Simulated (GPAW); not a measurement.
# Zr2NOS MXene monolayer in an electric field, part 2 of 2

Aim: the dipole that a field along the normal induces in Zr2NOS MXene monolayer.

GPAW 26.7.0; GPAW, PAW setups; layer in a repeated cell with vacuum, relaxation of atoms and in-plane cell (the session's first sound run).

So far, upper work function (eV): step 3 (the slab's potential) 4.53.

## 6. In a field

Level of this step: GPAW, PAW setups; slab in vacuum (GPAW).

File run.py:

```python
import json
import numpy as np
from ase import Atoms
from gpaw import GPAW, PW
from gpaw.external import ConstantElectricField

slab = Atoms(
    ['S', 'Zr', 'N', 'Zr', 'O'],
    positions=[
        [-0.00000, 1.90784, 7.00000],
        [1.65224, 0.95392, 8.61829],
        [-0.00000, 0.00000, 9.99100],
        [-0.00000, 1.90784, 11.29277],
        [1.65224, 0.95392, 12.23348]],
    cell=[[3.30448, -0.0, 0.0], [-1.65224, 2.86177, 0.0], [0.0, 0.0, 19.2335]],
    pbc=[True, True, False])

slab.calc = GPAW(mode=PW(500), xc='PBE', kpts={'size': (12, 12, 1), 'gamma': True},
                 occupations={'name': 'fermi-dirac', 'width': 0.05}, nbands='160%',
                 convergence={'density': 1e-05}, maxiter=200,
                 poissonsolver={'dipolelayer': 'xy'},
                 external=ConstantElectricField(-0.05, [0, 0, 1]),
                 symmetry={'tolerance': 1e-3}, txt='slab.txt')
result = {}
energy = slab.get_potential_energy()
fermi = slab.calc.get_fermi_level()
v = slab.calc.get_electrostatic_potential().mean((0, 1)) - fermi
n = slab.calc.get_pseudo_density().mean((0, 1))
L = slab.cell[2, 2]
z = np.arange(len(v)) * L / len(v)
low, high = slab.positions[:, 2].min(), slab.positions[:, 2].max()
below, above = np.interp([low - 4.8, high + 4.8], z, v)
slopes = [np.interp(x, z, np.gradient(v, z)) for x in (low - 4.8, high + 4.8)]
eps = np.array([[slab.calc.get_eigenvalues(k, s) for k in range(len(slab.calc.get_ibz_k_points()))]
                for s in range(slab.calc.get_number_of_spins())]) - fermi
top, bottom = eps[eps < 0].max(), eps[eps > 0].min()
dipole = slab.get_dipole_moment()[2]
print(f'energy {energy:.4f} eV, Fermi level {fermi:.4f} eV, dipole {dipole:.5f} e A')
print(f'potential 4.8 A off the faces, from the Fermi level: lower {below:.4f} eV, upper {above:.4f} eV')
print(f'slope of the potential there: lower {slopes[0]:.5f}, upper {slopes[1]:.5f} eV/A')
print(f'nearest levels on the mesh: {top:.4f} and {bottom:.4f} eV')
print('magnetic moment', round(slab.get_magnetic_moment(), 3))
result.update(energy=energy, fermi=fermi, dipole=dipole, below=below, above=above, slopes=slopes, edges=[top, bottom],
              z=z.tolist(), v=v.tolist(), n=n.tolist(), positions=slab.positions.tolist(),
              forces=slab.get_forces(apply_constraint=False).tolist(), moments=slab.get_magnetic_moments().tolist())
json.dump(result, open('result.json', 'w'))
```

Run with:

```
$ OMP_NUM_THREADS=1 OPENBLAS_NUM_THREADS=1 python run.py
```

The program printed:

```text
energy -41.7567 eV, Fermi level 0.7220 eV, dipole 0.04244 e A
potential 4.8 A off the faces, from the Fermi level: lower 5.4960 eV, upper 4.6827 eV
slope of the potential there: lower 0.00029, upper 0.00031 eV/A
nearest levels on the mesh: -0.0037 and 0.0351 eV
magnetic moment 0.0
```

Run time: 2 min. Hardware: 1 thread of AMD EPYC 9B14 (Zen 4), shared host; peak memory 0.55 GiB.

The electrostatic potential energy of an electron (without an applied field's), less the Fermi level, planar mean oscillates, so the rows of the table below give means over windows of 0.5 Å about each position, cut where the curve ends. Its maxima inside the range that stand out by 2 % of the span (Å: eV): 7.69: -5.32, 9.52: -5.84, 10.39: -7.13. Its minima: 7.02: -17.0, 8.66: -21.8, 10.00: -11.9, 11.25: -22.4.

Table of electrostatic potential energy of an electron (without an applied field's), less the Fermi level, planar mean by z; means over each step:

z (Å), electrostatic potential energy of an electron (without an applied field's), less the Fermi level, planar mean (eV) and a bar from the least value:
```
      0.0        5.2 ##############################
      0.5        5.5 ##############################
      1.0        5.5 ##############################
      1.5        5.5 ##############################
      2.0        5.5 ##############################
      2.5        5.5 ##############################
      3.0        5.5 ##############################
      3.5        5.5 ##############################
      4.0        5.5 ##############################
      4.5        5.5 ##############################
      5.0        5.4 ##############################
      5.5        5.1 ##############################
      6.0        3.4 ###########################
      6.5       -4.1 ###################
      7.0      -14.9 ######
      7.5       -7.7 ##############
      8.0       -9.3 ############
      8.5      -19.9 
      9.0      -14.9 ######
      9.5       -6.8 ###############
     10.0      -10.4 ###########
     10.5       -8.3 ##############
     11.0      -17.5 ###
     11.5      -19.7 
     12.0      -13.2 ########
     12.5       -5.5 #################
     13.0        2.7 ###########################
     13.5        4.3 #############################
     14.0        4.6 #############################
     14.5        4.7 #############################
     15.0        4.7 #############################
     15.5        4.7 #############################
     16.0        4.7 #############################
     16.5        4.7 #############################
     17.0        4.7 #############################
     17.5        4.7 #############################
     18.0        4.7 #############################
     18.5        4.7 #############################
     19.0        4.8 #############################
```

## 7. In a field

run.py, as its differences from that of step 6:

```diff
@@ -21,3 +21,3 @@
                  poissonsolver={'dipolelayer': 'xy'},
-                 external=ConstantElectricField(-0.05, [0, 0, 1]),
+                 external=ConstantElectricField(0.05, [0, 0, 1]),
                  symmetry={'tolerance': 1e-3}, txt='slab.txt')
```

The program printed:

```text
energy -41.7627 eV, Fermi level 0.7081 eV, dipole 0.07713 e A
potential 4.8 A off the faces, from the Fermi level: lower 5.8492 eV, upper 4.3721 eV
slope of the potential there: lower 0.00029, upper 0.00030 eV/A
nearest levels on the mesh: -0.0035 and 0.0349 eV
magnetic moment 0.0
```

Wall time 2.2 min (1 thread); peak memory 0.55 GiB.

## 8. In a field

run.py, as its differences from that of step 7:

```diff
@@ -21,3 +21,3 @@
                  poissonsolver={'dipolelayer': 'xy'},
-                 external=ConstantElectricField(0.05, [0, 0, 1]),
+                 external=ConstantElectricField(0.1, [0, 0, 1]),
                  symmetry={'tolerance': 1e-3}, txt='slab.txt')
```

The program printed:

```text
energy -41.7670 eV, Fermi level 0.7010 eV, dipole 0.09450 e A
potential 4.8 A off the faces, from the Fermi level: lower 6.0263 eV, upper 4.2169 eV
slope of the potential there: lower 0.00028, upper 0.00030 eV/A
nearest levels on the mesh: -0.0034 and 0.0348 eV
magnetic moment 0.0
```

Wall time 2.3 min (1 thread); peak memory 0.55 GiB.

The dipole is now 0.0945 e Å, against 0.060 in the run without a field.

## 9. In a field

run.py, as its differences from that of step 8:

```diff
@@ -21,3 +21,3 @@
                  poissonsolver={'dipolelayer': 'xy'},
-                 external=ConstantElectricField(0.1, [0, 0, 1]),
+                 external=ConstantElectricField(0.2, [0, 0, 1]),
                  symmetry={'tolerance': 1e-3}, txt='slab.txt')
```

The program printed:

```text
energy -41.7782 eV, Fermi level 0.6863 eV, dipole 0.12920 e A
potential 4.8 A off the faces, from the Fermi level: lower 6.3809 eV, upper 3.9076 eV
slope of the potential there: lower 0.00027, upper 0.00030 eV/A
nearest levels on the mesh: -0.0032 and 0.0346 eV
magnetic moment 0.0
```

Run time: 2.1 min. Hardware: 1 thread; peak memory 0.55 GiB.

The dipole is now 0.129 e Å, against 0.060 in the run without a field.

## 10. In a field

run.py, as its differences from that of step 9:

```diff
@@ -21,3 +21,3 @@
                  poissonsolver={'dipolelayer': 'xy'},
-                 external=ConstantElectricField(0.2, [0, 0, 1]),
+                 external=ConstantElectricField(0.3, [0, 0, 1]),
                  symmetry={'tolerance': 1e-3}, txt='slab.txt')
```

The program printed:

```text
energy -41.7928 eV, Fermi level 0.6710 eV, dipole 0.16395 e A
potential 4.8 A off the faces, from the Fermi level: lower 6.7371 eV, upper 3.5986 eV
slope of the potential there: lower 0.00026, upper 0.00030 eV/A
nearest levels on the mesh: -0.0030 and 0.0344 eV
magnetic moment 0.0
```

The job ended after 2.2 min (1 thread; peak memory 0.55 GiB).

The dipole is now 0.164 e Å, against 0.060 in the run without a field.

## 11. The series

The members are put on one axis.

This step: induced dipole against applied field (GPAW 26.7.0).

Table of dipole along the normal by field:

| field (V/Å) | dipole along the normal (e·Å) |
| --- | --- |
| -0.200 | -0.00968 |
| -0.100 | 0.0251 |
| -0.050 | 0.0424 |
| 0.000 | 0.0599 |
| 0.050 | 0.0771 |
| 0.100 | 0.0945 |
| 0.200 | 0.129 |
| 0.300 | 0.164 |

## 12. Summary of results

| Item | Value |
| --- | --- |
| work function, upper and lower face | 4.527 and 5.672 eV |
| dipole along the normal | 0.0599 e Å |
| induced dipole per field | 0.347 e Å per V/Å |
| out-of-plane polarisability per area, α/(ε0 A) | 6.64 Å |

**Reading.** The field induces 0.347 e Å per V/Å, a polarisable thickness α/(ε0 A) of 6.64 Å beside 5.23 Å between the outermost nuclei. A perfect conductor would give the distance between its two image planes; a dielectric of thickness t gives t(1 - 1/ε). The two faces differ by 1.1 eV, the step that the slab's dipole makes (e p/(ε0 A) gives 1.1 eV), so the dipole layer is needed. The induced dipole is linear in the field over this range. The relaxation of atoms and cell ran in a fully periodic cell without the dipole layer, so the atoms of this polar layer felt a small spurious field. The cell holds an odd number of electrons, so without spin polarisation it must come out metallic and without a moment, whatever its true state. The layer's cell and atoms come from the relaxation; spin-orbit coupling and temperature are left out.

[Logs are printed without paths, hosts, clocks, repeated set-up lines and the standing remarks that a program may print on its own settings, such as how far it seeks lower states.]

[Hosts, paths, dates, database ids (printed as entryN), source tags and the programs' standing remarks are cut or masked in the printed files.]
